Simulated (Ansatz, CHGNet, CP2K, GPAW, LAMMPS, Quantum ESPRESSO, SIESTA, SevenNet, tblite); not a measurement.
## Liquid (Cs,Na,Li)Cl at 1200 K (74 atoms): runs against a plane-wave reference

Density of this cell: 2.24 g/cm³. The cell holds 74 atoms: 16 Cs, 5 Na, 16 Li and 37 Cl. Its edges and angles: a = 13.948 Å, b = 13.948 Å, c = 13.948 Å, α = 90.0°, β = 90.0°, γ = 90.0°. 74 atoms (16 Cs, 5 Na, 16 Li, 37 Cl) placed at random at 2.24 g/cm³, melted at 1800 K for 10 ps at fixed volume with the Lennard-Jones and Coulomb ion parameters for SPC/E (Joung and Cheatham, J. Phys. Chem. B 112, 9020 (2008)), full charges. Snapshot at the end of a hold of 20 ps at 1200 K and fixed volume.

Geometry: as built.

The reference, a calculation:

- method: Kohn-Sham DFT, PBE, PAW, plane waves (Ansatz 0.2.0); cutoff 420 eV, Γ point, fermi-dirac smearing of 0.05 eV; PAW set soft_2
- r.m.s. force component: 0.4728 eV/Å
- longest force: 1.917 eV/Å
- pressure: 0.3406 GPa
- gap (highest filled to lowest empty level): 3.663 eV
- SCF cycles: 7
- time: 14 s on 8 threads of Arm Neoverse V2, shared host
- CPU time: 1.7 min

Runs, in no order:
A. CHGNet r2SCAN potential: machine-learned interatomic potential CHGNet r2SCAN, trained on r2SCAN plane-wave data
B. GPAW PBE, LCAO dzp, h 0.2 Å, other mixer settings: Kohn-Sham DFT, PBE, PAW, atomic orbitals (dzp)
C. CP2K GFN1-xTB, OT DIIS: GFN1-xTB tight binding (the program's own implementation), orbital transformation
D. CP2K PBE, DZVP-MOLOPT-SR, 1200/60 Ry, TRS4 filter 1e-03, SCF 1e-04: Kohn-Sham DFT, PBE, GTH-PBE pseudopotentials, Gaussian and plane waves, DZVP-MOLOPT-SR-GTH, linear-scaling purification of the density matrix
E. CP2K PBE, SZV-MOLOPT-SR, 1200/60 Ry, OT DIIS: Kohn-Sham DFT, PBE, GTH-PBE pseudopotentials, Gaussian and plane waves, SZV-MOLOPT-SR-GTH, orbital transformation

**Question.** Rank the runs by how far their forces lie from the reference's, least first.

B, D, A, E, C.

| run | Δ force, r.m.s. (meV/Å) | share of r.m.s. force (%) | CPU time |
| --- | --- | --- | --- |
| B. GPAW PBE, LCAO dzp, h 0.2 Å, other mixer settings | 46.5 | 9.84 | 7.1 min |
| D. CP2K PBE, DZVP-MOLOPT-SR, 1200/60 Ry, TRS4 filter 1e-03, SCF 1e-04 | 65.5 | 13.9 | 2.6 min |
| A. CHGNet r2SCAN potential | 131 | 27.6 | 2.9 s |
| E. CP2K PBE, SZV-MOLOPT-SR, 1200/60 Ry, OT DIIS | 275 | 58.2 | 14 min |
| C. CP2K GFN1-xTB, OT DIIS | 778 | 165 | 5.1 s |

Periodic xTB results under one method name differ between programs and library versions. Machine-learned potentials mimic data converged in k, so the reference's own k-point error enters their differences. The network of bonds at the start is that of the classical potential that made the cell, and needn't be the one that DFT or experiment would give. The electronic-structure runs sample only Γ, in a cell whose shortest periodic width is 14 Å.

[Hosts, paths, dates, database ids (printed as entryN), source tags and the programs' standing remarks are cut or masked in the printed files.]
